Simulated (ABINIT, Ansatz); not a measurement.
Planning a run of ABINIT 10.8.3 on GaN (F-43m). The input:

```
acell 3*1.0 Angstrom
rprim 
  0.000000000000 2.253500607500 2.253500607500
  2.253500607500 0.000000000000 2.253500607500
  2.253500607500 2.253500607500 0.000000000000
ntypat 2
znucl 31 7
natom 2
typat 1 2
xred 
  0.000000000000 0.000000000000 0.000000000000
  0.750000000000 0.750000000000 0.750000000000
pp_dirpath "pseudos"
pseudos "Ga.upf, N.upf"
ecut 45
ngkpt 10 10 10
nshiftk 1
shiftk 0.11 0.21 0.31
kptopt 3
chksymbreak 0
iscf -2
irdden 1
istwfk *1
nband 27
nbdbuf 4
tolwfr 1e-09
nstep 60
prtvol 0
indata_prefix "in"
outdata_prefix "out"
tmpdata_prefix "tmp"
```

```sh
OMP_NUM_THREADS=1 mpirun -n 4 abinit run.abi > log
```

How long will it take on 4 MPI ranks of Arm Neoverse V1, shared host, and how much memory?

It took 4.1 min; on shared hardware allow 2 min to 8.1 min. Peak host memory was 1.2 GiB.

[Paths, hosts, dates, memory and timing lines, banners, echoed tables and standing remarks are left out of the program output.]

[Logs are printed without paths, hosts, clocks, repeated set-up lines and the standing remarks that a program may print on its own settings, such as how far it seeks lower states.]

[Runs of the session that timed out or met a known fault of the program may be left out.]

[Hosts, paths, dates, database ids (printed as entryN), source tags and the programs' standing remarks are cut or masked in the printed files.]

[G0W0 gaps are taken among the corrected bands and points alone; a level outside them can change the order at an edge.]

[Where Ansatz stands beside ABINIT at settings called matched, ABINIT's density can come from a denser mesh and the files from another edition; pairs whose starting gaps differed by over 0.03 eV were left out, so agreement reads better than it is.]
